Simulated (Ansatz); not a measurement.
## NaGeF3 (model cell, started as cubic perovskite with Ge in the octahedra): a soft mode frozen in

Aim: this structure of NaGeF3 (model cell, started as cubic perovskite with Ge in the octahedra) is to be tested for unstable modes, and one is followed downhill.

Main program and level: Ansatz 0.2.0; DFT PBEsol, scalar-relativistic, plane waves, PAW; PAW set soft_1.

The structure was built from a prototype and need not be the compound's stable phase.

## 1. The starting structure

The structure is cubic, space group Pm-3m (No. 221). The conventional cell has a = 4.341 Å, b = 4.341 Å, c = 4.341 Å, α = 90.00°, β = 90.00°, γ = 90.00°. Nearest to Na lie 12 F at 3.07 Å. Ge has 6 F at 2.17 Å nearest. Nearest to F lie 2 Ge at 2.17 Å. Farther neighbours and most contacts between anions are not listed.

## 2. The dispersion

The cell comes from relaxations at this level that are not shown. Stability and thermal properties need the whole zone. Linear response on a 2×2×2 q mesh gives force constants as far as a supercell of that size would, and the tensors from the zone-centre run are typed in so that the long-range dipole term is interpolated apart.

Contents of input.yaml:

```yaml
crystal:
  lattice:
    - [4.3407137908, 0.0, 0.0]
    - [0.0, 4.3407137908, 0.0]
    - [0.0, 0.0, 4.3407137908]
  atoms:
    - { symbol: Na, position: [0.0, 0.0, 0.0] }
    - { symbol: Ge, position: [0.5, 0.5, 0.5] }
    - { symbol: F, position: [0.5, 0.5, 0.0] }
    - { symbol: F, position: [0.5, 0.0, 0.5] }
    - { symbol: F, position: [0.0, 0.5, 0.5] }
kpoints:
  mp_grid: { grid: [12, 12, 12] }
hamiltonian:
  xc: pbesol
  pseudopotentials: { kind: paw, azcp: { folder: soft_1 }, xc_functional: pbe }
scf:
  occupations: { method: fixed }
output:
  eigenvalues: true
phonons:
  method: dfpt
  qmesh: [2, 2, 2]
  temperatures: { t_max: 1000, t_step: 50 }
  qpath:
    path:
      - [[0.0, 0.0, 0.0], [0.0, 0.5, 0.0], [0.5, 0.5, 0.0], [0.0, 0.0, 0.0], [0.5, 0.5, 0.5], [0.0, 0.5, 0.0]]
      - [[0.5, 0.5, 0.5], [0.5, 0.5, 0.0]]
    npoints: 10
  non_analytic_term:
    high_frequency_dielectric_tensor: [[3.6621, 0.0, 0.0], [0.0, 3.6621, 0.0], [0.0, 0.0, 3.6621]]
    born_effective_charges:
      - { species: Na, tensor: [[1.2203, 0.0, 0.0], [0.0, 1.2203, 0.0], [0.0, 0.0, 1.2203]] }
      - { species: Ge, tensor: [[3.677, 0.0, 0.0], [0.0, 3.677, 0.0], [0.0, 0.0, 3.677]] }
      - { species: F, tensor: [[-0.4161, 0.0, 0.0], [0.0, -0.4161, 0.0], [0.0, 0.0, -4.0652]] }
      - { species: F, tensor: [[-0.4161, 0.0, 0.0], [0.0, -4.0652, 0.0], [0.0, 0.0, -0.4161]] }
      - { species: F, tensor: [[-4.0652, 0.0, 0.0], [0.0, -0.4161, 0.0], [0.0, 0.0, -0.4161]] }
    source: "zone-centre run at this cell"
```

The run is started by

```sh
ansatz run input.yaml --threads 8 --pin off --max-ram 16384MiB --backend cpu --events-out ev --progress --plain --runs-dir out
```

Numbers of over 12 decimals in the logs are rounded to 6 here.

Output:

```text
Engine: ansatz 0.2.0, aarch64-unknown-linux-gnu
Pseudopotentials: kind: paw
Pseudopotential: Na, paw, valence charge 9, recommended cutoff 420 eV (normal), soft_1/Na.paw.azcp
Pseudopotential: Ge, paw, valence charge 14, recommended cutoff 420 eV (normal), soft_1/Ge.paw.azcp
Pseudopotential: F, paw, valence charge 7, recommended cutoff 420 eV (normal), soft_1/F.paw.azcp
Functional definition: PBEsol
  exchange = pbesol_x
  correlation = pbesol_c
Crystal: 5 atoms, lattice volume = 81.787 Å³
Basis set: ecut = 420 eV, 1575 PW (Γ), exchange–correlation on 60×60×60 points (8 copies of the dense FFT grid, shifted against one another)
Bands: 27, of which v1, the nominal top of the filled ones, is band 22 counted from 1 (21 counted from 0)
Symmetry: 48 space group operations
k-points: 84 of 1728
Non-local potential: Na, projectors of the file, l = 0: 3, l = 1: 2, l = 2: 1
Non-local potential: Ge, projectors of the file, l = 0: 2, l = 1: 2, l = 2: 3, l = 3: 1
Non-local potential: F, projectors of the file, l = 0: 2, l = 1: 2, l = 2: 1
PAW form: soft (Blöchl's): semilocal exchange-correlation on the pseudo side does not see the compensation charge
PAW frozen core: Na, regenerated for the run's functional, and the local potential with it (the file was generated under x = pbe(κ = 0.804, μ = 0.219515), c = pbe(β = 0.066725))
PAW frozen core: Ge, regenerated for the run's functional, and the local potential with it (the file was generated under x = pbe(κ = 0.804, μ = 0.219515), c = pbe(β = 0.066725))
PAW frozen core: F, regenerated for the run's functional, and the local potential with it (the file was generated under x = pbe(κ = 0.804, μ = 0.219515), c = pbe(β = 0.066725))
PAW one-centre angular grid: Na, 110 points (default); XC on 64 Gauss nodes
PAW one-centre angular grid: Ge, 590 points (default); XC on 64 Gauss nodes
PAW one-centre angular grid: F, 110 points (default); XC on 64 Gauss nodes
Initial density: superposition of atomic densities (chi_scale 0.1, normalization cell, long waves kept (reshape's long-wave potential 0.03 eV rms))
Initial wavefunctions: pseudopotential atomic-orbital guess
Functional: x = pbesol(κ = 0.804, μ = 0.123457), c = pbesol(β = 0.046)
SCF iter   1: F=—  HF=-8137.935811 eV  |F-HF|=—  |Δ(HF+E_count)|=         —  Δρ=1.54e-1  dr2=1.50e1  ethr=3.10e-3  ⟨swp⟩=4.3  Hψ=7945  notcnv=0  defer=212
preconditioner: auto → Resta (q_TF=auto, 2.460 Å⁻¹)  ε∞=5.7  [insulator: Δε(μ)=0.000 eV  Ē_g=8.448 eV  n_scr=18 (ndim 8)  ℏωp=18.4 eV  f_vac=0.067  ε∞_Penn≈5.7]
SCF iter   2: F=—  HF=-8133.696602 eV  |F-HF|=—  |Δ(HF+E_count)|=    4.24e0  Δρ=5.63e-2  dr2=1.78e0  ethr=3.10e-3  ⟨swp⟩=3.0  Hψ=5326  notcnv=0  defer=226
SCF iter   3: F=—  HF=-8133.202884 eV  |F-HF|=—  |Δ(HF+E_count)|=   4.94e-1  Δρ=2.31e-2  dr2=5.41e-1  ethr=3.10e-3  ⟨swp⟩=2.6  Hψ=4546  notcnv=0  defer=161
SCF iter   4: F=—  HF=-8133.022431 eV  |F-HF|=—  |Δ(HF+E_count)|=   1.80e-1  Δρ=7.77e-3  dr2=7.79e-2  ethr=1.23e-3  ⟨swp⟩=3.1  Hψ=3890  notcnv=0  defer=238
SCF iter   5: F=—  HF=-8132.999231 eV  |F-HF|=—  |Δ(HF+E_count)|=   2.32e-2  Δρ=2.27e-3  dr2=4.85e-3  ethr=1.77e-4  ⟨swp⟩=2.8  Hψ=4244  notcnv=0  defer=244
SCF iter   6: F=—  HF=-8133.000022 eV  |F-HF|=—  |Δ(HF+E_count)|=   7.91e-4  Δρ=8.16e-4  dr2=4.76e-4  ethr=1.10e-5  ⟨swp⟩=2.9  Hψ=4114  notcnv=0  defer=245
SCF iter   7: F=—  HF=-8133.000125 eV  |F-HF|=—  |Δ(HF+E_count)|=   1.04e-4  Δρ=2.40e-4  dr2=4.66e-5  ethr=1.08e-6  ⟨swp⟩=2.0  Hψ=4017  notcnv=0  defer=245
SCF iter   8: F=—  HF=-8133.000179 eV  |F-HF|=—  |Δ(HF+E_count)|=   5.36e-5  Δρ=7.63e-5  dr2=4.23e-6  ethr=1.06e-7  ⟨swp⟩=2.0  Hψ=4087  notcnv=0  defer=204
SCF iter   9: F=—  HF=-8133.000185 eV  |F-HF|=—  |Δ(HF+E_count)|=   6.05e-6  Δρ=1.79e-5  dr2=2.96e-7  ethr=9.62e-9  ⟨swp⟩=2.0  Hψ=3790  notcnv=0  defer=99
SCF iter  10: F=—  HF=-8133.000186 eV  |F-HF|=—  |Δ(HF+E_count)|=   7.36e-7  Δρ=2.87e-6  dr2=7.98e-9  ethr=6.72e-10  ⟨swp⟩=2.9  Hψ=3925  notcnv=0  defer=100
SCF iter  11: F=—  HF=-8133.000186 eV  |F-HF|=—  |Δ(HF+E_count)|=   1.29e-8  Δρ=7.07e-7  dr2=7.14e-10  ethr=1.81e-11  ⟨swp⟩=2.0  Hψ=3872  notcnv=0  defer=100
SCF iter  12: F=—  HF=-8133.000186 eV  |F-HF|=—  |Δ(HF+E_count)|=  6.37e-12  Δρ=4.65e-7  dr2=1.37e-10  ethr=1.62e-12  ⟨swp⟩=2.0  Hψ=3003  notcnv=0  defer=100
SCF iter  13: F=-8133.000186 eV  HF=-8133.000186 eV  |F-HF|=1.46e-11  |Δ(HF+E_count)|=  7.37e-11  Δρ=1.19e-7  dr2=9.99e-12  ethr=1.00e-12  ⟨swp⟩=11.6  Hψ=13933  notcnv=0
SCF 1 converged in 13 iterations: F = -8133.000186 eV  dr2 = 9.99e-12
  greatest PAW one-centre occupation: 0.999 electrons in one spin orbital (limit 2), on the Na atom at site 0 (counted from 0), in its partial waves of l = 0
NSCF: frozen V_eff on 84 k-points
NSCF: frozen V_eff on 343 k-points
DFPT response loops at q = (0, 0, 0) (fractional): preconditioner auto → none (the input reference at scf.mixing.eps_inf says where Resta's filter doesn't serve); β = 0.50; Broyden in place of MSR1
NSCF: frozen V_eff on 686 k-points
DFPT response loops at q = (0, 0, -0.5) (fractional): mixed as the last ones told, above
NSCF: frozen V_eff on 686 k-points
DFPT response loops at q = (0, -0.5, -0.5) (fractional): mixed as the last ones told, above
NSCF: frozen V_eff on 686 k-points
DFPT response loops at q = (-0.5, -0.5, -0.5) (fractional): mixed as the last ones told, above
SCF converged after 13 iterations
Free energy (F): -8133.000186 eV
Harris-Foulkes:  -8133.000186 eV  (|F-HF|=1.46e-11)
Internal energy: -8133.000186 eV  (E = F + TS)
E sigma→0 (E₀):  -8133.000186 eV
Fermi energy:    5.382689 eV
--- Per-component energies (eV) ---
  E_band       = -550.776900
  E_kinetic    = 794.295867
  E_local      = -5761.072422  (includes V_loc(G=0)·N_el)
  E_nonlocal   = 751.830852
  E_hartree    = 2329.113653
  E_xc         = -336.157965
  E_vxc        = -406.720585  (∫ρ·V_xc dr)
  E_paw        = -2838.650722  (= ΣΔE_a)
  E_vpaw       = -587.340239  (= ΣTr[D̂ρ^β])
  E_aug_tail   = 0.002179  (compensation charges beyond the density's cutoff)
  E_ewald      = -3073.461587
  E_core_change = 1.099960  (= ΣΔE_core)
  E_smearing   = -0.000000  (= −TS)
  E_closure    = 0.000000  (closes the sum)
  Σ components = -8133.000186   (vs F -8133.000186, Δ=0.00e0)
--- Band table (eV; the first three rows and the last of 84) ---
  k-point 0: bands = [... 18 lower, -0.1877, -0.1804, -0.1804, -0.1804, 6.6862, 10.8569, 10.8569, 10.8569, ... 1 higher]
  k-point 1: bands = [... 18 lower, -0.1881, -0.1832, -0.1832, -0.0331, 6.7476, 10.6239, 10.8443, 10.8443, ... 1 higher]
  k-point 2: bands = [... 18 lower, -0.2087, -0.1828, -0.1828, 0.4220, 6.9141, 10.1209, 10.8094, 10.8094, ... 1 higher]
  k-point 83: bands = [... 18 lower, 0.2439, 0.2439, 0.2439, 5.3827, 7.1702, 7.1702, 7.1702, 9.2882, ... 1 higher]
--- Phonons (Γ-DFPT): 4 representative perturbations + reference (Σ response iterations 13) ---
  ASR residual: 2.839e-4 → 0.000e0 eV/Å²; symmetrization residual: 4.914e-6 eV/Å²
  ASR residual per site (eV/Å²): 2.84e-4 4.51e-5 4.25e-5 4.25e-5 4.25e-5
  Γ frequencies (cm⁻¹): -237.60 -237.60 -237.60 -112.74 -112.74 -112.74 -56.76 -56.76 -56.76 0.00 0.00 0.00 144.86 144.86 144.86
--- Phonons (arbitrary-q DFPT): 4 irreducible q on the 2×2×2 mesh ---
  q = [0.0000, 0.0000, 0.0000] (star 1, of the zone-centre solve; hermiticity 3.04e-6, symmetrization 6.40e-12): -237.60 -237.60 -237.60 -112.74 -112.74 -112.74 -56.76 -56.76 -56.76 -0.00 0.00 0.00 144.86 144.86 144.86
  q = [0.0000, 0.0000, -0.5000] (star 3, 9 solved perturbations in 2646 linear systems a pass and spin channel, the states on 343 of 1728 k-point pairs; hermiticity 3.61e-7, symmetrization 4.49e-13): -225.92 -225.92 -108.13 -108.13 -54.23 -54.23 -53.80 13.73 80.21 80.21 98.02 112.56 112.56 255.03 395.17
  q = [0.0000, -0.5000, -0.5000] (star 3, 9 solved perturbations in 2646 linear systems a pass and spin channel, the states on 343 of 1728 k-point pairs; hermiticity 3.94e-7, symmetrization 4.06e-13): -213.55 -123.14 -115.98 -115.98 -77.45 12.43 12.43 71.18 71.18 95.13 159.97 245.65 245.65 297.62 408.52
  q = [-0.5000, -0.5000, -0.5000] (star 1, 4 solved perturbations in 931 linear systems a pass and spin channel, the states on 343 of 1728 k-point pairs; hermiticity 5.25e-7, symmetrization 5.26e-12): -123.65 -123.65 -123.65 -111.27 -111.27 -111.27 180.82 180.82 180.82 214.57 214.57 214.57 297.17 297.17 418.35
  sum rule: each row above includes the acoustic sum rule's correction from the zone centre's row sums; it moved no ω² by more than (1.83 cm⁻¹)²
  mesh force constants: q→R imaginary residual 1.05e-17; ASR residual 2.839e-4 → 0.000e0 eV/Å²; symmetrization residual 9.770e-15 eV/Å²
  interpolated dispersion: 63 rows × 15 modes
  density of states and harmonic sums: on the 14×14×14 q-mesh, interpolated from the force constants of a 2×2×2 supercell (with the dipole–dipole term of supplied tensors)
  largest difference from the sums on the solved wave vectors: F 2.44e-1 eV, S 2.72e-4 and C_V 7.25e-5 eV/K
  zero-point energy: 0.087990 eV/cell   skipped modes (ω ≤ 0): 847, of them read as no rigid motion or as one in doubt: 844 (7.078e0 modes/cell left out, lowest -237.60 cm⁻¹)   left out of the sums: 4.72e-1 of the cell's modes: C_V's classical limit lies that fraction below 3 k_B per atom; for a crystal, a wire or a layer, F and S can be off by more, and a phonons.interpolated_qmesh denser along its periods is the remedy for the sampling
```

The job ended after 3.2 min (8 threads of Arm Neoverse V1, shared host; peak memory 1.9 GiB; 24 min of CPU time).

Numbers from this step:

```
gap on the k-mesh                                       : 1.303 eV
volume per atom                                         : 16.36 Å³
sum-rule residual before enforcement                    : 2.84e-4 eV/Å²
lowest frequency on the path                            : -237.6 cm⁻¹
point group                                             : m-3m
highest frequency on the path or at a solved wavevector : 418.4 cm⁻¹
highest optical mode at the zone centre (no LO-TO term) : 144.9 cm⁻¹
lowest optical zone-centre mode                         : -237.6 cm⁻¹
lowest mode on the q mesh (acoustic modes at Γ apart)   : -237.6 cm⁻¹
```

Frequencies (cm⁻¹) solved at each irreducible wavevector; negative means imaginary. Frequencies by wavevector, by row:

```tsv
q in reciprocal lattice units	star	mode 1	mode 2	mode 3	mode 4	mode 13	mode 14	mode 15
0 0 0	1	-237.6	-237.6	-237.6	-112.7	144.9	144.9	144.9
0 0 -0.5	3	-225.9	-225.9	-108.1	-108.1	112.6	255	395.2
0 -0.5 -0.5	3	-213.6	-123.1	-116	-116	245.7	297.6	408.5
-0.5 -0.5 -0.5	1	-123.7	-123.7	-123.7	-111.3	297.2	297.2	418.4
```

Interpolated from a 2×2×2 q mesh, rough between the solved points, with the LO-TO term (at Γ the limit along the path; where Γ stands inside the path, tables give the limit on arrival). The phonon branches at the labelled points (cm⁻¹):

```tsv
point	branch 1	branch 2	branch 3	branch 4	branch 12	branch 13	branch 14	branch 15
Γ	-238	-238	-167	-113	117	145	145	392
halfway	-232	-232	-117	-110	134	134	186	394
X	-226	-226	-108	-108	113	113	255	395
halfway	-220	-119	-98	-98	184	192	250	395
M	-214	-123	-116	-116	246	246	298	408
halfway	-226	-136	-104	-90	144	179	198	378
Γ	-238	-238	-167	-113	117	145	145	392
halfway	-127	-127	-97	-96	181	192	192	366
R	-124	-124	-124	-111	215	297	297	418
halfway	-117	-113	-111	-104	191	205	242	392
X	-226	-226	-108	-108	113	113	255	395
jump to R	-124	-124	-124	-111	215	297	297	418
halfway	-123	-117	-117	-99	234	234	297	407
M	-214	-123	-116	-116	246	246	298	408
```

Symmetry leaves 4 wavevectors to solve. The lowest mode among them, the acoustic zeros apart, lies at Γ and is imaginary, 237.6i cm⁻¹, so the energy falls along it.

## 3. The mode frozen in, largest atomic shift 0 Å

The mode followed lies at q = (0, 0, -0.5) with frequency 225.9i cm⁻¹ and is 2-fold degenerate, one of the unstable modes though not the softest. At small amplitude the distorted cell has space group no. 11 by a symmetry search on the positions. The undistorted cell that holds it gives the zero of energy on the same k mesh.

System of this step: NaGeF3 (model cell, started as cubic perovskite with Ge in the octahedra). The structure is cubic, space group Pm-3m (No. 221). Conventional cell: a = 4.341 Å, b = 4.341 Å, c = 4.341 Å, α = 90.00°, β = 90.00°, γ = 90.00°. Nearest to Na lie 12 F at 3.07 Å. Nearest to Ge lie 6 F at 2.17 Å. Nearest to F lie 2 Ge at 2.17 Å. Nearest to F lie 2 Ge at 2.17 Å. Farther neighbours and most contacts between anions are not listed.

Contents of input.yaml:

```yaml
crystal:
  lattice:
    - [4.3407137908, 0.0, 0.0]
    - [0.0, 4.3407137908, 0.0]
    - [0.0, 0.0, 8.6814275816]
  atoms:
    - { symbol: Na, position: [0.0, 0.0, 0.0] }
    - { symbol: Na, position: [0.0, 0.0, 0.5] }
    - { symbol: Ge, position: [0.5, 0.5, 0.25] }
    - { symbol: Ge, position: [0.5, 0.5, 0.75] }
    - { symbol: F, position: [0.5, 0.5, 0.0] }
    - { symbol: F, position: [0.5, 0.5, 0.5] }
    - { symbol: F, position: [0.5, 0.0, 0.25] }
    - { symbol: F, position: [0.5, 0.0, 0.75] }
    - { symbol: F, position: [0.0, 0.5, 0.25] }
    - { symbol: F, position: [0.0, 0.5, 0.75] }
kpoints:
  mp_grid: { grid: [6, 6, 4] }
hamiltonian:
  xc: pbesol
  pseudopotentials: { kind: paw, azcp: { folder: soft_1 }, xc_functional: pbe }
scf:
  occupations: { method: gaussian, width: 0.02 }
output:
  forces: true
  stress: true
  eigenvalues: true
```

Output:

```text
[...]
Crystal: 10 atoms, lattice volume = 163.574 Å³
Basis set: ecut = 420 eV, 3197 PW (Γ), exchange–correlation on 60×60×120 points (8 copies of the dense FFT grid, shifted against one another)
Bands: 54, of which v1, the nominal top of the filled ones, is band 44 counted from 1 (43 counted from 0)
Symmetry: 32 space group operations
[...]
k-points: 30 of 144
[...]
k-point 0: bands = [... 40 lower, -0.1790, -0.1775, -0.1775, 2.4285, 6.6862, 7.0242, 9.8442, 10.3177, ... 4 higher]
  k-point 1: bands = [... 40 lower, -0.1781, -0.1781, 0.1628, 1.9934, 6.8205, 7.1828, 9.3782, 10.3881, ... 4 higher]
  k-point 2: bands = [... 40 lower, -0.1802, -0.1802, 1.0545, 1.0545, 7.1192, 7.1192, 9.6138, 9.6138, ... 4 higher]
  k-point 29: bands = [... 40 lower, 0.2422, 0.2422, 4.4444, 4.4444, 7.3000, 7.3000, 7.3000, 7.3000, ... 4 higher]
[key lines of the parts left out:]
SCF converged after 11 iterations
Free energy (F): -16265.997869 eV
Fermi energy:    6.034991 eV
P = ⅓ Tr σ = 0.0060 GPa (0.060 kbar)
```

Wall time 3 s (8 threads); peak memory 0.75 GiB.

Numbers from this step:

- pressure: 0.005956 GPa
- energy from the undistorted cell: 0 meV/atom

At this level the gap is 1.30 eV on the k-mesh of the self-consistent run, which can miss the band edges.

## 4. The mode frozen in, largest atomic shift 0.22 Å

The atoms are moved along the unstable eigenvector, the largest shift by 0.22 Å, with the cell fixed.

input.yaml, the sections that differ from step 3:

```yaml
crystal:
  lattice:
    - [4.3407137908, 0.0, 0.0]
    - [0.0, 4.3407137908, 0.0]
    - [0.0, 0.0, 8.6814275816]
  atoms:
    - { symbol: Na, position: [0.0, 0.0, 0.0] }
    - { symbol: Na, position: [0.0, 0.0, 0.5] }
    - { symbol: Ge, position: [0.5054191636, 0.5020014587, 0.25] }
    - { symbol: Ge, position: [0.4945808364, 0.4979985413, 0.75] }
    - { symbol: F, position: [0.5, 0.5, 0.0] }
    - { symbol: F, position: [0.5, 0.5, 0.5] }
    - { symbol: F, position: [0.5153447568, -0.0186013184, 0.25] }
    - { symbol: F, position: [0.4846552432, 0.0186013184, 0.75] }
    - { symbol: F, position: [-0.0503650593, 0.5056672763, 0.25] }
    - { symbol: F, position: [0.0503650593, 0.4943327237, 0.75] }
# kpoints, hamiltonian, scf, output: as in step 3
```

Output:

```text
[...]
Crystal: 10 atoms, lattice volume = 163.574 Å³
Basis set: ecut = 420 eV, 3197 PW (Γ), exchange–correlation on 60×60×120 points (8 copies of the dense FFT grid, shifted against one another)
Bands: 54, of which v1, the nominal top of the filled ones, is band 44 counted from 1 (43 counted from 0)
Symmetry: 4 space group operations
[...]
k-points: 60 of 144
[...]
k-point 0: bands = [... 40 lower, -0.1569, -0.1501, 0.0138, 2.6412, 6.7241, 7.0501, 9.8706, 10.3208, ... 3 higher]
  k-point 1: bands = [... 40 lower, -0.1768, -0.1673, 0.4187, 2.2160, 6.8523, 7.1999, 9.4244, 10.4387, ... 3 higher]
  k-point 2: bands = [... 40 lower, -0.1894, -0.1894, 1.3035, 1.3035, 7.1367, 7.1367, 9.6704, 9.6704, ... 3 higher]
  k-point 59: bands = [... 40 lower, 0.1453, 0.1453, 4.3189, 4.3189, 7.4321, 7.4321, 7.8114, 7.8114, ... 3 higher]
[key lines of the parts left out:]
SCF converged after 11 iterations
Free energy (F): -16266.141449 eV
Fermi energy:    5.974493 eV
P = ⅓ Tr σ = 0.9420 GPa (9.420 kbar)
```

Wall time 5.6 s (8 threads); peak memory 0.87 GiB.

This step gave:

* pressure: 0.9420 GPa
* gap on the k-mesh: 1.499 eV
* energy from the undistorted cell: -14.36 meV/atom

The energy, extrapolated to zero smearing, is -14.36 meV/atom against the undistorted cell.

The run ends at a pressure of 0.94 GPa, with forces up to 0.29 eV/Å.

## 5. Energy along the mode, all amplitudes (two of the runs are shown above)

An imaginary frequency means negative curvature, so the energy should fall and then rise again as anharmonic terms take over.

This step gave:

```yaml
depth_at_the_lowest_point_sampled: 14.36 meV/atom
largest_atomic_shift_at_that_point: 0.22 Å
```

Table of energy from the parent by largest atomic shift:

```tsv
largest atomic shift (Å)	energy from the parent (meV/atom)
0.000	0
0.040	-0.727
0.080	-2.80
0.140	-7.69
0.220	-14.4
0.320	-12.3
0.450	43.7
```

Displacement at unit largest shift by atom:

```tsv
atom	x (Å)	y (Å)	z (Å)	size
Na1	0.00	0.00	0.00	0.00
Na2	0.00	0.00	0.00	0.00
Ge3	0.11	0.04	0.00	0.11
Ge4	-0.11	-0.04	0.00	0.11
F5	0.00	0.00	0.00	0.00
F6	0.00	0.00	0.00	0.00
F7	0.30	-0.37	0.00	0.48
F8	-0.30	0.37	0.00	0.48
F9	-0.99	0.11	0.00	1.00
F10	0.99	-0.11	0.00	1.00
```

The lowest of the steps tried is at 0.22 Å, 14.4 meV/atom below the parent; the bottom of the well need not coincide with a step.

[end of part 1 of 3]

[Logs are printed without paths, hosts, clocks, repeated set-up lines and the standing remarks that a program may print on its own settings, such as how far it seeks lower states.]

[Hosts, paths, dates, database ids (printed as entryN), source tags and the programs' standing remarks are cut or masked in the printed files.]
